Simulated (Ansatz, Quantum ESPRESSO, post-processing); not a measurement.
# Ballistic transmission: Cu(111) with one reversed stacking step (an intrinsic fault), part 3 of 3

How well does the junction conduct in the ballistic limit? It is: Cu(111) with one reversed stacking step (an intrinsic fault).

Quantum ESPRESSO 7.5; plane-wave DFT, PBE, GBRV ultrasoft pseudopotentials; cross-check by Ansatz 0.2.0 with PAW datasets.

So far. Step 2 (SCF with pw.x): The run needed 14 iterations to bring the estimated error under 1e-07 Ry; the largest force on any atom, held or free, is 0.02 eV/Å. Step 3 (The open system): At no point does T exceed the number of channels.

## (4) The open system, with nz1 = 11

Level of this step: transmission by pwcond, lead and junction from one cell; plane-wave DFT, PBE, GBRV ultrasoft pseudopotentials (Quantum ESPRESSO).

A sensitivity test on the input.

Contents of cond.w.in:

```
&inputcond
  outdir = './out'
  prefixt = 'scf'
  tran_file = 'cond.w.dat'
  bdl = 2.4494897430
  bds = 11.4309521338
  ikind = 1
  ewind = 4.0
  epsproj = 1e-05
  nz1 = 11
  energy0 = 0.4
  denergy = -0.4
/
10
  0.00000000 0.00000000 0.01562500
  0.00000000 0.12500000 0.09375000
  0.00000000 0.25000000 0.09375000
  0.00000000 0.37500000 0.09375000
  0.00000000 0.50000000 0.04687500
  0.12500000 0.25000000 0.09375000
  0.12500000 0.37500000 0.18750000
  0.12500000 0.50000000 0.18750000
  0.25000000 0.50000000 0.09375000
  0.25000000 0.62500000 0.09375000
3
```

Command:

```bash
OMP_NUM_THREADS=1 mpirun -n 8 pwcond.x -in cond.w.in > cond.w.out
```

Numbers of over 12 decimals in the logs are rounded to 6 here.

Log:

```text
[banner, memory and clock lines left out]
Program PWCOND v.7.5 starts
[citation notice left out]

[...]
./out/scf.save/

     IMPORTANT: XC functional enforced from input :
     Exchange-correlation= PBE
                           (   1   4   3   4   0   0   0)
     Any further DFT definition will be discarded
     Please, verify this is what you really want

     Check: negative core charge=   -0.000002
     Reading collected, re-writing distributed wavefunctions

===== INPUT FILE containing all the regions =====

     GEOMETRY:

     lattice parameter (alat)  =       4.8639  a.u.
     the volume                =    1139.1182 (a.u.)^3
     the cross section         =      20.4881 (a.u.)^2
     l of the unit cell        =      11.4310 (alat)
     number of atoms/cell      =           14
     number of atomic types    =            1

     crystal axes: (cart. coord. in units of alat)
               a(1) = (  1.0000  0.0000  0.0000 )
               a(2) = (  0.5000  0.8660  0.0000 )
               a(3) = (  0.0000  0.0000 11.4310 )

   Cartesian axes

     site n.     atom                  positions (alat units)
          1        Cu     tau(  1)=(  0.0000  0.0000 11.4310  )
          2        Cu     tau(  2)=(  0.5000  0.2887  0.8165  )
          3        Cu     tau(  3)=(  1.0000  0.5774  1.6330  )
          4        Cu     tau(  4)=(  0.0000  0.0000  2.4495  )
          5        Cu     tau(  5)=(  0.5000  0.2887  3.2660  )
          6        Cu     tau(  6)=(  1.0000  0.5774  4.0825  )
          7        Cu     tau(  7)=(  0.5000  0.2887  4.8990  )
          8        Cu     tau(  8)=(  1.0000  0.5774  5.7155  )
          9        Cu     tau(  9)=(  0.0000  0.0000  6.5320  )
         10        Cu     tau( 10)=(  0.5000  0.2887  7.3485  )
         11        Cu     tau( 11)=(  1.0000  0.5774  8.1650  )
         12        Cu     tau( 12)=(  0.0000  0.0000  8.9815  )
         13        Cu     tau( 13)=(  0.5000  0.2887  9.7980  )
         14        Cu     tau( 14)=(  1.0000  0.5774 10.6145  )

     nr1s                      =           20
     nr2s                      =           20
     nr3s                      =          225
     nr1sx                     =           20
     nr2sx                     =           20
     nr3sx                     =          225
     nr1                       =           24
     nr2                       =           24
     nr3                       =          256
     nr1x                      =           24
     nr2x                      =           24
     nr3x                      =          256

 _______________________________
  Radii of nonlocal spheres:

     type       ibeta     ang. mom.          radius (alat units)
       Cu         1         0                    0.3212
       Cu         2         0                    0.3212
       Cu         3         1                    0.3212
       Cu         4         1                    0.3212
       Cu         5         2                    0.3212
       Cu         6         2                    0.3212
----- General information -----

--- T calc. with identical leads (ikind=1) ---

     nrx                       =           20
     nry                       =           20
     nz1                       =           11

     energy0               =         4.0E-01
     denergy               =        -4.0E-01
     nenergy               =          3
     ecut2d                =         4.0E+01
     ewind                 =         4.0E+00
     epsproj               =         1.0E-05

     number of k_|| points=   10
                       cryst. coord.
        k(    1) = (   0.0000000   0.0000000), wk =   0.0156250
        k(    2) = (   0.0000000   0.1250000), wk =   0.0937500
[...]
k(   10) = (   0.2500000   0.6250000), wk =   0.0937500
----- Information about left/right lead -----

     nocros                   =           18
     noins                    =           36
     norb                     =           72
     norbf                    =          216
     nrz                      =           48

      iorb      type   ibeta   ang. mom.   m       position (alat)
        1        1       1        0        1   taunew(   1)=(  0.0000  0.0000  0.0000)
        2        1       2        0        1   taunew(   2)=(  0.0000  0.0000  0.0000)
[...]
72        1       6        2        5   taunew(  72)=(  0.0000  0.0000  2.4495)
    k slab    z(k)  z(k+1)     crossing(iorb=1,norb)
    1   0.0000 0.0510 0.0510   111111111111111111000000000000000000000000000000000000000000000000000000
    2   0.0510 0.1021 0.0510   111111111111111111000000000000000000000000000000000000000000000000000000
[...]
48   2.3985 2.4495 0.0510   000000000000000000000000000000000000000000000000000000111111111111111111
----- Information about scattering region -----

     noins                    =          180
     norb                     =          216
     norbf                    =          216
     nrz                      =          177

      iorb      type   ibeta   ang. mom.   m       position (alat)
        1        1       1        0        1   taunew(   1)=(  0.0000  0.0000 -0.0000)
        2        1       2        0        1   taunew(   2)=(  0.0000  0.0000 -0.0000)
[...]
216        1       6        2        5   taunew( 216)=(  0.0000  0.0000  8.9815)
 ngper, shell number =           61           9
 ngper, n2d =           61          55
---  E-Ef =    0.4000000  k =    0.0000000   0.0000000
---  ie =          1  ik =          1
 Nchannels of the left tip =            0
 Right moving states:
   k1(2pi/a)   k2(2pi/a)   E-Ef (eV)
 Left moving states:
   k1(2pi/a)   k2(2pi/a)   E-Ef (eV)

 to transmit
          E-Ef(ev), T =    0.4000000   0.0000000
---  E-Ef =    0.0000000  k =    0.0000000   0.0000000
---  ie =          2  ik =          1
 Nchannels of the left tip =            0
 Right moving states:
   k1(2pi/a)   k2(2pi/a)   E-Ef (eV)
 Left moving states:
   k1(2pi/a)   k2(2pi/a)   E-Ef (eV)

 to transmit
          E-Ef(ev), T =    0.0000000   0.0000000
---  E-Ef =   -0.4000000  k =    0.0000000   0.0000000
---  ie =          3  ik =          1
 Nchannels of the left tip =            0
 Right moving states:
   k1(2pi/a)   k2(2pi/a)   E-Ef (eV)
 Left moving states:
   k1(2pi/a)   k2(2pi/a)   E-Ef (eV)

 to transmit
          E-Ef(ev), T =   -0.4000000   0.0000000
 ngper, shell number =           61          34
 ngper, n2d =           61          59
[... further energies and points left out ...]
---  E-Ef =    0.4000000  k =    0.2500000   0.6250000
---  ie =          1  ik =         10
 Nchannels of the left tip =            0
 Right moving states:
   k1(2pi/a)   k2(2pi/a)   E-Ef (eV)
 Left moving states:
   k1(2pi/a)   k2(2pi/a)   E-Ef (eV)

 to transmit
          E-Ef(ev), T =    0.4000000   0.0000000
---  E-Ef =    0.0000000  k =    0.2500000   0.6250000
---  ie =          2  ik =         10
 Nchannels of the left tip =            0
 Right moving states:
   k1(2pi/a)   k2(2pi/a)   E-Ef (eV)
 Left moving states:
   k1(2pi/a)   k2(2pi/a)   E-Ef (eV)

 to transmit
          E-Ef(ev), T =    0.0000000   0.0000000
---  E-Ef =   -0.4000000  k =    0.2500000   0.6250000
---  ie =          3  ik =         10
 Nchannels of the left tip =            0
 Right moving states:
   k1(2pi/a)   k2(2pi/a)   E-Ef (eV)
 Left moving states:
   k1(2pi/a)   k2(2pi/a)   E-Ef (eV)

 to transmit
          E-Ef(ev), T =   -0.4000000   0.0000000
   T_tot     0.40000      0.17679E+01
   T_tot     0.00000      0.17111E+01
   T_tot    -0.40000      0.12179E+01

[...]
```

Run time: 15 s. Hardware: 8 MPI ranks of Arm Neoverse V2, shared host; peak memory 0.49 GiB; 1.9 min of CPU time.

Beside the run it was changed from:

| quantity | this run | unchanged run | difference |
| --- | --- | --- | --- |
| transmission at the Fermi level, one spin | 0.8556 | 0.8555 | 1.0e-4 |
| lead channels at the Fermi level, one spin | 0.8906 | 0.8906 | 0 |
| wall time (s) | 15 | 13 |  |

Over all energies T moves by up to 6.5e-4, at -0.4 eV.

The physical values in this table stay within 0.05 %.

## (5) The same in Ansatz

As a check, the same structure is run in Ansatz.

Level of this step: plane-wave DFT, PBE, Ansatz PAW (Ansatz 0.2.0).

Contents of input.yaml:

```yaml
crystal:
  lattice:
    - [2.5738686835, 0.0, 0.0]
    - [1.2869343418, 2.2290356659, 0.0]
    - [0.0, 0.0, 29.4217697179]
  atoms:
    - { symbol: Cu, position: [0.0, 0.0, 0.0] }
    - { symbol: Cu, position: [0.333333333, 0.333333333, 0.0714285714] }
    - { symbol: Cu, position: [0.666666667, 0.666666667, 0.1428571429] }
    - { symbol: Cu, position: [0.0, 0.0, 0.2142857143] }
    - { symbol: Cu, position: [0.333333333, 0.333333333, 0.2857142857] }
    - { symbol: Cu, position: [0.666666667, 0.666666667, 0.3571428571] }
    - { symbol: Cu, position: [0.333333333, 0.333333333, 0.4285714286] }
    - { symbol: Cu, position: [0.666666667, 0.666666667, 0.5] }
    - { symbol: Cu, position: [0.0, 0.0, 0.5714285714] }
    - { symbol: Cu, position: [0.333333333, 0.333333333, 0.6428571429] }
    - { symbol: Cu, position: [0.666666667, 0.666666667, 0.7142857143] }
    - { symbol: Cu, position: [0.0, 0.0, 0.7857142857] }
    - { symbol: Cu, position: [0.333333333, 0.333333333, 0.8571428571] }
    - { symbol: Cu, position: [0.666666667, 0.666666667, 0.9285714286] }
kpoints:
  mp_grid: { grid: [11, 11, 1] }
hamiltonian:
  xc: pbe
scf:
  occupations: { method: fermi_dirac, width: 0.1 }
  convergence: { dr2_threshold: 1.0e-08 }
output:
  transmission: { leads: [[0, 3]], e_range: [-0.4, 0.4], de: 0.4, kmesh: [8, 8] }
  write_potential: true
  write_density: true
  volumetric_format: npy
  elf: true
```

Command:

```bash
ansatz run input.yaml --threads 8 --pin off --max-ram 16384MiB --backend cpu --events-out ev --progress --plain --runs-dir out
```

Log:

```text
Engine: ansatz 0.2.0, aarch64-unknown-linux-gnu
Pseudopotentials: kind: paw
Pseudopotential: Cu, paw, valence charge 19, recommended cutoff 420 eV (normal), Cu.paw.azcp
Functional definition: PBE
  parameter kappa = 0.804
  parameter beta = 0.066725
  exchange = pbe_x(kappa = kappa, mu = beta*pi^2/3)
  correlation = pbe_c(beta = beta)
Crystal: 14 atoms, lattice volume = 168.800 Å³
Basis set: ecut = 420 eV, 3393 PW (Γ)
Bands: 160, of which v1, the nominal top of the filled ones, is band 133 counted from 1 (132 counted from 0)
Symmetry: 12 space group operations
Space group: P-3m1 (ITA 164), of the structure as read, at distance tolerance 5.5e-5 Å
k-points: 16 of 121
Non-local potential: Cu, projectors of the file, l = 0: 3, l = 1: 2, l = 2: 3, l = 3: 1
PAW form: soft (Blöchl's): semilocal exchange-correlation on the pseudo side does not see the compensation charge
PAW one-centre angular grid: Cu, 590 points (default); XC on 64 Gauss nodes
Initial density: superposition of atomic densities (neutral atoms: chi_scale 0, normalization atom), corrected by the library's trained network
Initial wavefunctions: pseudopotential atomic-orbital guess
Functional: x = pbe(κ = 0.804, μ = 0.219515), c = pbe(β = 0.066725)
SCF iter   1: F=—  HF=-92752.548566 eV  |F-HF|=—  |Δ(HF+E_count)|=         —  Δρ=1.06e-3  dr2=5.11e-3  ethr=1.77e-3  ⟨swp⟩=5.0  Hψ=8007  notcnv=0  defer=156
preconditioner: auto → Kerker (q_TF=auto, 2.943 Å⁻¹)  [metal: Δε(μ)=0.024 eV  Ē_g=10.435 eV  σ=0.100 eV  W_gap=0.06  n_scr=68 (ndim 8)  ℏωp=35.5 eV  f_vac=0.000  D(μ)=2.98/eV (n_scr^D=16)]
SCF iter   2: F=—  HF=-92752.549563 eV  |F-HF|=—  |Δ(HF+E_count)|=   9.96e-4  Δρ=6.07e-4  dr2=2.88e-3  ethr=1.92e-6  ⟨swp⟩=2.2  Hψ=4366  notcnv=0  defer=171
SCF iter   3: F=—  HF=-92752.549746 eV  |F-HF|=—  |Δ(HF+E_count)|=   1.83e-4  Δρ=3.66e-4  dr2=1.20e-3  ethr=1.08e-6  ⟨swp⟩=1.0  Hψ=2316  notcnv=0  defer=171
SCF iter   4: F=—  HF=-92752.549681 eV  |F-HF|=—  |Δ(HF+E_count)|=   6.53e-5  Δρ=1.40e-4  dr2=2.46e-4  ethr=4.52e-7  ⟨swp⟩=1.0  Hψ=2316  notcnv=0  defer=171
SCF iter   5: F=—  HF=-92752.549676 eV  |F-HF|=—  |Δ(HF+E_count)|=   5.00e-6  Δρ=7.09e-5  dr2=5.55e-5  ethr=9.25e-8  ⟨swp⟩=1.1  Hψ=2513  notcnv=0  defer=171
SCF iter   6: F=—  HF=-92752.549698 eV  |F-HF|=—  |Δ(HF+E_count)|=   2.22e-5  Δρ=1.91e-5  dr2=3.39e-6  ethr=2.09e-8  ⟨swp⟩=1.1  Hψ=2317  notcnv=0  defer=171
SCF iter   7: F=—  HF=-92752.549733 eV  |F-HF|=—  |Δ(HF+E_count)|=   3.57e-5  Δρ=1.93e-5  dr2=2.94e-6  ethr=1.28e-9  ⟨swp⟩=2.1  Hψ=2995  notcnv=0  defer=171
SCF iter   8: F=—  HF=-92752.549733 eV  |F-HF|=—  |Δ(HF+E_count)|=   4.85e-8  Δρ=1.32e-5  dr2=2.28e-7  ethr=1.10e-9  ⟨swp⟩=2.2  Hψ=3044  notcnv=0  defer=171
SCF iter   9: F=—  HF=-92752.549733 eV  |F-HF|=—  |Δ(HF+E_count)|=   5.06e-8  Δρ=2.32e-6  dr2=1.09e-7  ethr=8.57e-11  ⟨swp⟩=2.1  Hψ=3980  notcnv=0  defer=171
SCF iter  10: F=—  HF=-92752.549733 eV  |F-HF|=—  |Δ(HF+E_count)|=  5.82e-11  Δρ=1.16e-6  dr2=2.61e-8  ethr=4.09e-11  ⟨swp⟩=1.0  Hψ=2316  notcnv=0  defer=171
SCF iter  11: F=—  HF=-92752.549733 eV  |F-HF|=—  |Δ(HF+E_count)|=  8.73e-10  Δρ=8.68e-7  dr2=1.02e-8  ethr=3.76e-12  ⟨swp⟩=7.5  Hψ=8593  notcnv=0
SCF iter  12: F=-92752.549733 eV  HF=-92752.549733 eV  |F-HF|=1.21e-9  |Δ(HF+E_count)|=  2.76e-10  Δρ=4.12e-7  dr2=1.27e-9  ethr=3.76e-12  ⟨swp⟩=2.1  Hψ=4713  notcnv=0
SCF 1 converged in 12 iterations: F = -92752.549733 eV  dr2 = 1.27e-9
  greatest PAW one-centre occupation: 1.000 electrons in one spin orbital (limit 2), on the Cu atom at site 6 (counted from 0), in its partial waves of l = 0
transmission: 44 of 370 steps passed
transmission: 80 of 370 steps passed
[...]
transmission: 370 of 370 steps passed
SCF converged after 12 iterations
Free energy (F): -92752.549733 eV
Harris-Foulkes:  -92752.549733 eV  (|F-HF|=1.21e-9)
Internal energy: -92752.446393 eV  (E = F + TS)
E sigma→0 (E₀):  -92752.498063 eV
Entropy (-TS):   -0.103341 eV (-7.381 meV/atom)
Fermi energy:    16.366204 eV
--- Per-component energies (eV) ---
  E_band       = -5133.088219
  E_kinetic    = 4195.683121
  E_local      = -57238.008784  (includes V_loc(G=0)·N_el)
  E_nonlocal   = 5460.161338
  E_hartree    = 25197.739239
  E_xc         = -1251.705073
  E_vxc        = -1615.147248  (∫ρ·V_xc dr)
  E_paw        = -23283.193764  (= ΣΔE_a)
  E_vpaw       = -6331.256061  (= ΣTr[D̂ρ^β])
  E_aug_tail   = 0.003510  (compensation charges beyond the density's cutoff)
  E_ewald      = -45833.125980
  E_smearing   = -0.103341  (= −TS)
  E_closure    = 0.000000  (closes the sum)
  Σ components = -92752.549733   (vs F -92752.549733, Δ=0.00e0)
--- Band table (eV; the first three rows and the last of 16) ---
  k-point 0: bands = [... 129 lower, 14.5722, 14.5722, 14.5748, 14.5775, 14.6790, 14.6790, 14.7035, 14.7035, ... 23 higher]
  k-point 1: bands = [... 129 lower, 14.5050, 14.6305, 14.6483, 14.6540, 14.7302, 14.7467, 14.8347, 14.9913, ... 23 higher]
  k-point 2: bands = [... 129 lower, 14.6476, 14.6767, 14.7130, 14.7283, 14.7730, 15.0614, 15.4470, 15.7064, ... 23 higher]
  k-point 15: bands = [... 129 lower, 18.7470, 18.7618, 18.8756, 18.9279, 19.2280, 19.2506, 19.3608, 19.8411, ... 23 higher]
--- Transmission ---
  basis      : 55 plane waves across, 37 finite elements along
  points     : 10, standing for a mesh of 8 x 8
  energies   : 3 from -0.400000 to 0.400000 eV about the Fermi level, 0.400000 eV apart; the leads are filled to 0.000000 eV, and channels, transmission and decay are at 0.000000 eV
  crystal 0  : Cu3, at the sites [0, 3], period 6.3047 Å, over 29.42 Å; its Hamiltonian steps by up to 2.5 meV
    offset         : up to 0.0000 Å between an atom of the period and one for which it stands
    channels       : 8.906250e-1 a spin
    conductance    : none, the energies end too early or step too widely for 300 K: set another output.transmission.e_range or a lower de, or, where they end at an eighth of basis.ecutwfc, a higher one
    slowest decay  : 0.1781 /Å at (0.0000, 0.0000)
  junction   : crystal 0 to crystal 0, -2.45 to 20.66 Å
    transmission   : 8.569658e-1 a spin
    conductance    : none, the energies end too early or step too widely for 300 K: set another output.transmission.e_range or a lower de, or, where they end at an eighth of basis.ecutwfc, a higher one
```

Run time: 5.9 s. Hardware: 8 threads; peak memory 1.3 GiB.

Numbers from this step:

| Quantity | Value |
| --- | --- |
| free energy | -92752.5497 eV |
| energy at zero smearing | -92752.4981 eV |
| smearing term TS | 0.1033 eV |
| Fermi energy | 16.37 eV |
| symmetry operations | 12 |
| transmission at the Fermi level, one spin | 0.8570 |
| step of the lead's Hamiltonian over a period | 2.5 meV |

Per spin; mean over the k mesh across the current. The transmission, zone mean by energy, zero at the Fermi level:

| energy (eV) | transmission, zone mean |
| --- | --- |
| -0.400 | 0.615 |
| 0.000 | 0.857 |
| 0.400 | 0.885 |

Per spin; mean over the k mesh across the current. The open channels, zone mean by energy, zero at the Fermi level:

| energy (eV) | open channels, zone mean |
| --- | --- |
| -0.400 | 0.797 |
| 0.000 | 0.891 |
| 0.400 | 0.891 |

ELF in the ca plane at fractional y = 0.333, with atoms of Cu within 0.2 Å of it. It is the smooth field of the valence electrons, not physical close to the nuclei.

Values, 5 rows by 16 columns, each cell a mean:
```
0.19 0.22 0.22 0.18 0.18 0.22 0.22 0.19 0.18 0.19 0.18 0.22 0.21 0.20 0.18 0.19
0.19 0.19 0.19 0.19 0.19 0.20 0.19 0.19 0.18 0.20 0.17 0.20 0.19 0.20 0.18 0.20
0.24 0.36 0.30 0.24 0.24 0.29 0.38 0.23 0.22 0.23 0.24 0.22 0.46 0.22 0.22 0.23
0.25 0.43 0.35 0.26 0.26 0.33 0.45 0.24 0.24 0.23 0.25 0.23 0.56 0.22 0.25 0.24
0.20 0.20 0.20 0.19 0.19 0.20 0.20 0.20 0.18 0.20 0.18 0.20 0.22 0.20 0.17 0.21
```
Columns run along c (16.0 Å, from fractional 0.23 to 0.77 of the cell), rows up along a (2.6 Å). Atoms in or near the plane, at fractional coordinates: Cu at (0.29, 0.33), Cu at (0.43, 0.33), Cu at (0.64, 0.33).

Valence density in the ca plane at fractional y = 0.333, with atoms of Cu within 0.2 Å of it. It is the smooth field of the valence electrons, not physical close to the nuclei.

Values in e/Å³, 5 rows by 16 columns, each cell a mean:
```
 1  0  0  1  1  0  0  0  1  0  1  0  0  0  1  0
 0  1  1  0  1  1  1  0  1  0  1  0  1  0  1  0
 0 11  7  0  0  6 12  0  0  0  0  2 16  0  0  0
 0 16 10  0  0  9 17  0  0  0  0  2 23  1  0  0
 0  2  1  0  0  1  2  0  0  0  0  0  2  0  0  0
```
Columns run along c (16.0 Å, from fractional 0.23 to 0.77 of the cell), rows up along a (2.6 Å). Atoms in or near the plane, at fractional coordinates: Cu at (0.29, 0.33), Cu at (0.43, 0.33), Cu at (0.64, 0.33).

Ansatz finds T = 0.857 against pwcond's 0.855.

## (6) All levels side by side

All levels:

| step | T at the Fermi level (per spin) | conductance (G0) | r.m.s. T(E) from the first | CPU time of the step (s) | peak memory (GiB) |
| --- | --- | --- | --- | --- | --- |
| Ansatz | 0.857 | - | 0 | 41.51 | 1.33 |
| pwcond | 0.8555 | 0.8555 | 0.004097 | 105.6 | 0.47 |
| pwcond, changed setting | 0.8556 | 0.8556 | 0.003717 | 116.7 | 0.49 |

Per spin; mean over the k mesh across the current. Transmission, zone mean against energy, zero at the Fermi level:

| energy (eV) | Ansatz | pwcond | pwcond, changed setting |
| --- | --- | --- | --- |
| -0.400 | 0.615 | 0.608 | 0.609 |
| 0.000 | 0.857 | 0.855 | 0.856 |
| 0.400 | 0.885 | 0.884 | 0.884 |

## (7) Worked from the printed numbers

The Landauer sum over the mesh, Σ w T = 0.1875 × 1 + 0.1875 × 0.992 + 0.0938 × 1 + … = 0.8554.

G = 0.855 × 77.48 µS = 66.3 µS a cell. Times the area of 5.737 Å², the resistance-area product is A/G = 0.866 fΩ m², the leads' contact resistance included.

Free electrons at 1 an atom (3 atoms in 36.2 Å³) have k_F = 1.349 1/Å and offer A k_F²/4π = 0.83 channels per spin; the lead has 0.89 on this mesh.

## (8) Outcome

| Quantity | Value |
| --- | --- |
| conductance from T at the Fermi level, a cell (G₀ = 2e²/h) | 0.855 G₀ |
| conductance per area | 1155 S/μm² |
| lead channels per spin | 0.89 |
| the same conductance by Ansatz | 0.857 G₀ |

**Reading.** The junction conducts 0.855 G₀ a cell at the Fermi level (PBE, GBRV ultrasoft). At the Fermi level the junction passes 96 % of what the leads offer, nearly all. At the Fermi level pwcond and Ansatz differ by 0.18 %, a close match. The mean rests on 10 distinct points, the heaviest weighing 0.19, and the mesh was not tested, so even the second digit is unsure. Over -0.4 to 0.4 eV, T lies between 0.61 and 0.88 per spin. The geometry is as built, not relaxed, and the leads are short.

[Logs are printed without paths, hosts, clocks, repeated set-up lines and the standing remarks that a program may print on its own settings, such as how far it seeks lower states.]

[Hosts, paths, dates, database ids (printed as entryN), source tags and the programs' standing remarks are cut or masked in the printed files.]

[Maps of the electrostatic potential energy from Ansatz leave out the sawtooth potential of an applied field or a dipole correction, so their vacuum need not be flat; planar profiles and work functions include it.]
